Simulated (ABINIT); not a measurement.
# InP (F-43m): G0W0 in ABINIT against the screening cutoff in the self-energy

Aim: move the screening cutoff in the self-energy of a G0W0 run on InP (F-43m) over a wide range.

Program: ABINIT 10.8.3. Level of theory: PBE and many-body steps on it, plane waves. Results are calculated unless marked as measured.

The database entry behind the starting cell differs from later determinations by our own check (0.1 to 0.3 % short, probably kX units), so it need not match the best structure at ambient conditions.

### Step 1. The starting structure

Symmetry: F-43m, No. 216, cubic system. The conventional cell has a = 5.861 Å, b = 5.861 Å, c = 5.861 Å, α = 90.00°, β = 90.00°, γ = 90.00°. Nearest to In lie 4 P at 2.54 Å. P has 4 In at 2.54 Å nearest. Farther neighbours are not listed.

The cell and positions come from the Crystallography Open Database and are kept as given unless a step says otherwise.

### Step 2. Screening, 4×4×4 mesh, 332 bands, screening to 272.1 eV

This step: ABINIT 10.8.3; RPA screening on PBE, plane waves, norm-conserving pseudopotentials.

The RPA dielectric matrix is built and inverted for each q.

Contents of run.abi:

```
acell 3*1.0 Angstrom
rprim 
  -0.000000000000 2.930500000000 2.930500000000
  2.930500000000 -0.000000000000 2.930500000000
  2.930500000000 2.930500000000 -0.000000000000
ntypat 2
znucl 49 15
natom 2
typat 1 2
xred 
  0.000000000000 0.000000000000 0.000000000000
  0.250000000000 0.250000000000 0.250000000000
pp_dirpath "pseudos"
pseudos "In.upf, P.upf"
ecut 31
ngkpt 4 4 4
nshiftk 1
shiftk 0 0 0
kptopt 1
chksymbreak 0
istwfk *1
occopt 1
irdwfk 1
optdriver 3
nband 332
ecuteps 10
inclvkb 2
awtr 1
symchi 1
indata_prefix "in"
outdata_prefix "out"
tmpdata_prefix "tmp"
```

Command:

```bash
OMP_NUM_THREADS=1 mpirun -n 4 abinit run.abi > log
```

Output:

```text
.Version 10.8.3 of ABINIT. v10.8.2 released Aug 2026.

 Symmetries : space group F-4 3 m (#216); Bravais cF (face-center cubic)
[... echo of the input left out ...]
== DATASET  1 ==================================================================
-   mpi_nproc: 4, omp_nthreads: 1 (-1 if OMP is not activated)

--- !DatasetInfo
iteration_state: {dtset: 1, }
dimensions: {natom: 2, nkpt: 8, mband: 332, nsppol: 1, nspinor: 1, nspden: 1, mpw: 2826, }
cutoff_energies: {ecut:  31.0, pawecutdg:  -1.0, }
electrons: {nelect:   1.80000000E+01, charge:   0.00000000E+00, occopt:   1.00000000E+00, tsmear:   1.00000000E-02, }

 SCREENING: Calculation of the susceptibility and dielectric matrices

 Based on a program developped by R.W. Godby, V. Olevano, G. Onida, and L. Reining.
 Incorporated in ABINIT by V. Olevano, G.-M. Rignanese, and M. Torrent.
.Using double precision arithmetic ; gwpc =  8

[... cell and pseudopotentials left out ...]
--------------------------------------------------------------------------------

 ==== K-mesh for the wavefunctions ====
 Number of points in the irreducible wedge :     8
[... list of points left out ...]
 Together with 24 symmetry operations and time-reversal symmetry
 yields    64 points in the full Brillouin Zone.

 ==== Q-mesh for the screening function ====
 Number of points in the irreducible wedge :     8
[... list of points left out ...]
 Together with 24 symmetry operations and time-reversal symmetry
 yields    64 points in the full Brillouin Zone.

 setmesh: FFT mesh size selected  =    32x   32x   32
          total number of points  =        32768

 vcoul_init : cutoff-mode = AUXILIARY_FUNCTION
 q-points for optical limit:   1
     1)      0.000010    0.000020    0.000030

- screening: taking advantage of time-reversal symmetry
- Maximum band index for partially occupied states nbvw = 9
- Remaining bands to be divided among processors   nbcw = 323
- Number of bands treated by each node ~80

 Number of electrons calculated from density =   18.0000; Expected =   18.0000
 average of density, n =  0.052993
 r_s =    1.6516
 omega_plasma =   22.2058 [eV]

 calculating chi0 at frequencies [eV] :
  1    0.000000E+00    0.000000E+00
  2    0.000000E+00    2.220578E+01

--------------------------------------------------------------------------------
  q-point number  1        q = ( 0.000000, 0.000000, 0.000000) [r.l.u.]
--------------------------------------------------------------------------------
[... chi0 elements left out ...]
 For q-point:  0.000010 0.000020 0.000030
  dielectric constant =  42.8034
  dielectric constant without local fields =  45.2211

  Average fulfillment of the sum rule on Im[epsilon] for q-point    1 :    133.96  [%]
[... wings left out ...]
  q-point number  2        q = ( 0.250000, 0.000000, 0.000000) [r.l.u.]
--------------------------------------------------------------------------------
[... chi0 elements left out ...]
  Average fulfillment of the sum rule on Im[epsilon] for q-point    2 :    154.91  [%]

 [... 6 further q-points ...]
```

It took 2.7 min on 4 MPI ranks of Arm Neoverse V1, shared host; peak memory 2 GiB.

Numbers from this step:

| Quantity | Value |
| --- | --- |
| ε∞ with local fields, on this mesh, along the program's q direction | 42.80 |
| the same without local fields | 45.22 |
| plasma frequency | 22.21 eV |
| plane waves in the screening matrix | 531 |

Local fields lower ε∞ by 5 %. On a Γ-centred mesh this coarse the value itself is usually too large, while a short band sum pulls it down.

### Step 3. 1 Ha

This step: G0W0 on PBE, plane waves, norm-conserving pseudopotentials.

Edit run.abi of step 2 so:

```diff
@@ -23,8 +23,15 @@
 irdwfk 1
-optdriver 3
+optdriver 4
 nband 332
-ecuteps 10
-inclvkb 2
-awtr 1
-symchi 1
+gwcalctyp 0
+ecutsigx 31
+symsigma 1
+nkptgw 1
+kptgw 
+  0.0000000000 0.0000000000 0.0000000000
+bdgw 
+  7 13
+ecuteps 1
+irdscr 1
+ppmodel 1
 indata_prefix "in"
```

Output:

```text
.Version 10.8.3 of ABINIT. v10.8.2 released Aug 2026.

 Symmetries : space group F-4 3 m (#216); Bravais cF (face-center cubic)
[... echo of the input left out ...]
== DATASET  1 ==================================================================
-   mpi_nproc: 4, omp_nthreads: 1 (-1 if OMP is not activated)

--- !DatasetInfo
iteration_state: {dtset: 1, }
dimensions: {natom: 2, nkpt: 8, mband: 332, nsppol: 1, nspinor: 1, nspden: 1, mpw: 2826, }
cutoff_energies: {ecut:  31.0, pawecutdg:  -1.0, }
electrons: {nelect:   1.80000000E+01, charge:   0.00000000E+00, occopt:   1.00000000E+00, tsmear:   1.00000000E-02, }

 SIGMA: Calculation of the GW corrections

 Based on a program developped by R.W. Godby, V. Olevano, G. Onida, and L. Reining.
 Incorporated in ABINIT by V. Olevano, G.-M. Rignanese, and M. Torrent.
.Using double precision arithmetic ; gwpc =  8

[... cell and pseudopotentials left out ...]
--------------------------------------------------------------------------------

 ==== K-mesh for the wavefunctions ====
 Number of points in the irreducible wedge :     8
[... list of points left out ...]
 Together with 24 symmetry operations and time-reversal symmetry
 yields    64 points in the full Brillouin Zone.

 ==== Q-mesh for screening function ====
 Number of points in the irreducible wedge :     8
[... list of points left out ...]
 Together with 24 symmetry operations and time-reversal symmetry
 yields    64 points in the full Brillouin Zone.

 vcoul_init : cutoff-mode = AUXILIARY_FUNCTION
 q-points for optical limit:   1
     1)      0.000010    0.000020    0.000030
 setmesh: FFT mesh size selected  =    40x   40x   40
          total number of points  =        64000

 Number of electrons calculated from density =   18.0000; Expected =   18.0000
 average of density, n =  0.052993
 r_s =    1.6516
 omega_plasma =   22.2058 [eV]

 === KS Band Gaps ===
  >>>> For spin  1
   Minimum direct gap =   0.7094 [eV], located at k-point      :   0.0000  0.0000  0.0000
   Fundamental gap    =   0.7094 [eV], Top of valence bands at :   0.0000  0.0000  0.0000
                                       Bottom of conduction at :   0.0000  0.0000  0.0000
 SIGMA fundamental parameters:
 PLASMON POLE MODEL  1
 number of plane-waves for SigmaX                 2741
 number of plane-waves for SigmaC and W             15
 number of plane-waves for wavefunctions          2741
 number of bands                                   332
 number of independent spin polarizations            1
 number of spinorial components                      1
 number of k-points in IBZ                           8
 number of q-points in IBZ                           8
 number of symmetry operations                      24
 number of k-points in BZ                           64
 number of q-points in BZ                           64
 number of frequencies for dSigma/dE                 9
 frequency step for dSigma/dE [eV]                0.25
 number of omega for Sigma on real axis              0
 max omega for Sigma on real axis  [eV]           0.00
 zcut for avoiding poles [eV]                     0.10

 EPSILON^-1 parameters (SCR file):
 dimension of the eps^-1 matrix on file            531
 dimension of the eps^-1 matrix used                15
 number of plane-waves for wavefunctions          2741
 number of bands                                   332
 number of q-points in IBZ                           8
 number of frequencies                               2
 number of real frequencies                          1
 number of imag frequencies                          1

 matrix elements of self-energy operator (all in [eV])

 Perturbative Calculation

--- !SelfEnergy_ee
iteration_state: {dtset: 1, }
kpoint     : [   0.000,    0.000,    0.000, ]
spin       : 1
KS_gap     :    0.709
QP_gap     :    0.822
Delta_QP_KS:    0.113
data: !SigmaeeData |
     Band     E0 <VxcDFT>   SigX SigC(E0)      Z dSigC/dE  Sig(E)    E-E0       E
        7   4.474 -12.528 -14.199   1.933   0.795  -0.259 -12.320   0.208   4.682
        8   4.474 -12.528 -14.199   1.933   0.795  -0.259 -12.320   0.208   4.682
        9   4.474 -12.528 -14.199   1.933   0.795  -0.259 -12.320   0.208   4.682
       10   5.183 -11.291  -7.493  -3.399   0.806  -0.241 -10.970   0.321   5.504
       11   8.562 -10.216  -6.368  -3.627   0.803  -0.245 -10.039   0.177   8.739
       12   8.562 -10.216  -6.368  -3.627   0.803  -0.245 -10.039   0.177   8.739
       13   8.562 -10.216  -6.368  -3.627   0.803  -0.245 -10.039   0.177   8.739

== END DATASET(S) ==============================================================
================================================================================

 -outvars: echo values of variables after computation  --------
           etotal      0.0000000000E+00
            nband         332
             nkpt           8
          spgroup         216
 [... the other variables as echoed above ...]

 Calculation completed.
```

The job ended after 3.8 s (4 MPI ranks; peak memory 0.61 GiB).

Numbers from this step:

| Item | Value |
| --- | --- |
| G0W0 gap on the points computed | 0.8220 eV |
| starting gap on the mesh | 0.7094 eV |
| k of the valence top | 0, 0, 0 |
| k of the conduction bottom | 0, 0, 0 |
| Z at the valence top | 0.795 |
| Z at the conduction bottom | 0.806 |
| least direct G0W0 gap on the computed points | 0.8220 eV |

### Step 4. 2 Ha

Edit run.abi of step 3 so:

```diff
@@ -33,3 +33,3 @@
   7 13
-ecuteps 1
+ecuteps 2
 irdscr 1
```

Output:

```text
.Version 10.8.3 of ABINIT. v10.8.2 released Aug 2026.

 Symmetries : space group F-4 3 m (#216); Bravais cF (face-center cubic)
[... echo of the input left out ...]
== DATASET  1 ==================================================================
-   mpi_nproc: 4, omp_nthreads: 1 (-1 if OMP is not activated)

--- !DatasetInfo
iteration_state: {dtset: 1, }
dimensions: {natom: 2, nkpt: 8, mband: 332, nsppol: 1, nspinor: 1, nspden: 1, mpw: 2826, }
cutoff_energies: {ecut:  31.0, pawecutdg:  -1.0, }
electrons: {nelect:   1.80000000E+01, charge:   0.00000000E+00, occopt:   1.00000000E+00, tsmear:   1.00000000E-02, }

 SIGMA: Calculation of the GW corrections

 Based on a program developped by R.W. Godby, V. Olevano, G. Onida, and L. Reining.
 Incorporated in ABINIT by V. Olevano, G.-M. Rignanese, and M. Torrent.
.Using double precision arithmetic ; gwpc =  8

[... cell and pseudopotentials left out ...]
--------------------------------------------------------------------------------

 ==== K-mesh for the wavefunctions ====
 Number of points in the irreducible wedge :     8
[... list of points left out ...]
 Together with 24 symmetry operations and time-reversal symmetry
 yields    64 points in the full Brillouin Zone.

 ==== Q-mesh for screening function ====
 Number of points in the irreducible wedge :     8
[... list of points left out ...]
 Together with 24 symmetry operations and time-reversal symmetry
 yields    64 points in the full Brillouin Zone.

 vcoul_init : cutoff-mode = AUXILIARY_FUNCTION
 q-points for optical limit:   1
     1)      0.000010    0.000020    0.000030
 setmesh: FFT mesh size selected  =    40x   40x   40
          total number of points  =        64000

 Number of electrons calculated from density =   18.0000; Expected =   18.0000
[...]
number of q-points in BZ                           64
 number of frequencies for dSigma/dE                 9
 frequency step for dSigma/dE [eV]                0.25
 number of omega for Sigma on real axis              0
 max omega for Sigma on real axis  [eV]           0.00
 zcut for avoiding poles [eV]                     0.10

 EPSILON^-1 parameters (SCR file):
 dimension of the eps^-1 matrix on file            531
 dimension of the eps^-1 matrix used                59
 number of plane-waves for wavefunctions          2741
 number of bands                                   332
 number of q-points in IBZ                           8
 number of frequencies                               2
 number of real frequencies                          1
 number of imag frequencies                          1

 matrix elements of self-energy operator (all in [eV])

 Perturbative Calculation

--- !SelfEnergy_ee
iteration_state: {dtset: 1, }
kpoint     : [   0.000,    0.000,    0.000, ]
spin       : 1
KS_gap     :    0.709
QP_gap     :    0.999
Delta_QP_KS:    0.289
data: !SigmaeeData |
     Band     E0 <VxcDFT>   SigX SigC(E0)      Z dSigC/dE  Sig(E)    E-E0       E
        7   4.474 -12.528 -14.199   1.386   0.777  -0.287 -12.750  -0.222   4.252
        8   4.474 -12.528 -14.199   1.386   0.777  -0.287 -12.750  -0.222   4.252
        9   4.474 -12.528 -14.199   1.386   0.777  -0.287 -12.750  -0.222   4.252
       10   5.183 -11.291  -7.493  -3.712   0.789  -0.267 -11.223   0.068   5.251
       11   8.562 -10.216  -6.368  -4.010   0.791  -0.264 -10.344  -0.129   8.433
       12   8.562 -10.216  -6.368  -4.010   0.791  -0.264 -10.344  -0.129   8.433
       13   8.562 -10.216  -6.368  -4.010   0.791  -0.264 -10.344  -0.129   8.433

== END DATASET(S) ==============================================================
================================================================================

 -outvars: echo values of variables after computation  --------
           etotal      0.0000000000E+00
            nband         332
             nkpt           8
          spgroup         216
 [... the other variables as echoed above ...]

 Calculation completed.
```

The job ended after 4.4 s (4 MPI ranks; peak memory 0.57 GiB; 17 s of CPU time).

This step gave:

```yaml
g0w0_gap_on_the_points_computed: 0.9990 eV
starting_gap_on_the_mesh: 0.7094 eV
k_of_the_valence_top: 0, 0, 0
k_of_the_conduction_bottom: 0, 0, 0
z_at_the_valence_top: 0.777
z_at_the_conduction_bottom: 0.789
least_direct_g0w0_gap_on_the_computed_points: 0.9990 eV
```

### Step 5. 3.5 Ha

The self-energy is evaluated for the states that the input lists, and the levels follow from it, in one-shot runs by the linearised quasiparticle equation.

Edit run.abi of step 4 so:

```diff
@@ -33,3 +33,3 @@
   7 13
-ecuteps 2
+ecuteps 3.5
 irdscr 1
```

Output:

```text
.Version 10.8.3 of ABINIT. v10.8.2 released Aug 2026.

 Symmetries : space group F-4 3 m (#216); Bravais cF (face-center cubic)
[... echo of the input left out ...]
== DATASET  1 ==================================================================
-   mpi_nproc: 4, omp_nthreads: 1 (-1 if OMP is not activated)

--- !DatasetInfo
iteration_state: {dtset: 1, }
dimensions: {natom: 2, nkpt: 8, mband: 332, nsppol: 1, nspinor: 1, nspden: 1, mpw: 2826, }
cutoff_energies: {ecut:  31.0, pawecutdg:  -1.0, }
[...]
11   8.562 -10.216  -6.368  -4.103   0.790  -0.266 -10.418  -0.202   8.360
       12   8.562 -10.216  -6.368  -4.103   0.790  -0.266 -10.418  -0.202   8.360
       13   8.562 -10.216  -6.368  -4.103   0.790  -0.266 -10.418  -0.202   8.360

== END DATASET(S) ==============================================================
================================================================================

 -outvars: echo values of variables after computation  --------
           etotal      0.0000000000E+00
            nband         332
             nkpt           8
          spgroup         216
 [... the other variables as echoed above ...]

 Calculation completed.
```

Elapsed: 6.3 s, on 4 MPI ranks; peak memory 1 GiB; 25 s of CPU time.

This step gave:

```
G0W0 gap on the points computed              : 1.031 eV
starting gap on the mesh                     : 0.7094 eV
k of the valence top                         : 0, 0, 0
k of the conduction bottom                   : 0, 0, 0
least direct G0W0 gap on the computed points : 1.031 eV
```

The gap on the mesh goes from 0.71 eV to 1.03 eV, a correction of +0.32 eV.

(Part 1 of 2 ends here.)

[Paths, hosts, dates, memory and timing lines, banners, echoed tables and standing remarks are left out of the program output.]

[Logs are printed without paths, hosts, clocks, repeated set-up lines and the standing remarks that a program may print on its own settings, such as how far it seeks lower states.]

[Runs of the session that timed out or met a known fault of the program may be left out.]

[No measured gap is set beside runs whose start may be inverted or whose files or cutoffs have a known fault.]

[Hosts, paths, dates, database ids (printed as entryN), source tags and the programs' standing remarks are cut or masked in the printed files.]

[G0W0 gaps are taken among the corrected bands and points alone; a level outside them can change the order at an edge.]

[Where Ansatz stands beside ABINIT at settings called matched, ABINIT's density can come from a denser mesh and the files from another edition; pairs whose starting gaps differed by over 0.03 eV were left out, so agreement reads better than it is.]
